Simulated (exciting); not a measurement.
Consider SrCl2, space group Fm-3m.

```xyz
3
Lattice="0.0000 3.4884 3.4884 3.4884 0.0000 3.4884 3.4884 3.4884 0.0000" Properties=species:S:1:pos:R:3 pbc="T T T"
Sr    0.0000    0.0000    0.0000
Cl    5.2325    5.2325    5.2325
Cl    1.7442    1.7442    1.7442
```

Absorber: atom 2, with 4 Sr at 3.02 Å (tetrahedral, site symmetry -43m). Method: exciting, all-electron LAPW+lo, PBE, exchange and screened direct term (singlet BSE), 4×4×4 shifted k points, 35 conduction bands, |G+q| up to 3 bohr⁻¹, full RPA screening with nempty = 63, Lorentzian half width 0.45 eV.

Q: Predict the Cl K near-edge structure at this level.

Bound core exciton? Yes on this mesh: the first bright state (over 5 % of the brightest) lies at -1.06 eV from the Kohn–Sham onset and at -1.32 eV from the lowest bare transition of its own mesh; weaker or dark states reach down to -1.25 eV. Maxima (height): 0.3 eV (1.00), 4.5 eV (0.32), 11.7 eV (0.17), 13.7 eV (0.23) and 16.4 eV (0.23).

Energy from the Kohn–Sham onset, core level to the lowest empty state found on the meshes used; Im ε in relative units:

| E (eV) | Im ε |
| --- | --- |
| -4.0 | 0.02 |
| -3.5 | 0.03 |
| -3.0 | 0.04 |
| -2.5 | 0.06 |
| -2.0 | 0.09 |
| -1.5 | 0.19 |
| -1.0 | 0.35 |
| -0.5 | 0.47 |
| 0.0 | 0.86 |
| 0.5 | 0.94 |
| 1.0 | 0.60 |
| 1.5 | 0.39 |
| 2.0 | 0.32 |
| 2.5 | 0.28 |
| 3.0 | 0.27 |
| 3.5 | 0.25 |
| 4.0 | 0.27 |
| 4.5 | 0.32 |
| 5.0 | 0.28 |
| 5.5 | 0.24 |
| 6.0 | 0.20 |
| 6.5 | 0.19 |
| 7.0 | 0.19 |
| 7.5 | 0.17 |
| 8.0 | 0.13 |
| 8.5 | 0.13 |
| 9.0 | 0.15 |
| 9.5 | 0.16 |
| 10.0 | 0.16 |
| 10.5 | 0.16 |
| 11.0 | 0.17 |
| 11.5 | 0.17 |
| 12.0 | 0.17 |
| 12.5 | 0.16 |
| 13.0 | 0.19 |
| 13.5 | 0.23 |
| 14.0 | 0.21 |
| 14.5 | 0.17 |
| 15.0 | 0.16 |
| 15.5 | 0.16 |
| 16.0 | 0.19 |
| 16.5 | 0.22 |
| 17.0 | 0.17 |
| 17.5 | 0.14 |
| 18.0 | 0.14 |
| 18.5 | 0.14 |
| 19.0 | 0.14 |

With 64 k points the binding energies are rough, and fine structure above the first lines is partly noise of the mesh. The kernel cutoff is low for a compact core orbital, so the effect of exchange is a lower bound. The zero comes from the unshifted 3×3×3 ground-state mesh; it is exact only where the band minimum lies on that mesh. The structure is a published determination, not relaxed.

[Banner, clock and machine lines of the logs are left out without a mark of their own.]

[Logs are printed without paths, hosts, clocks, repeated set-up lines and the standing remarks that a program may print on its own settings, such as how far it seeks lower states.]

[Hosts, paths, dates, database ids (printed as entryN), source tags and the programs' standing remarks are cut or masked in the printed files.]
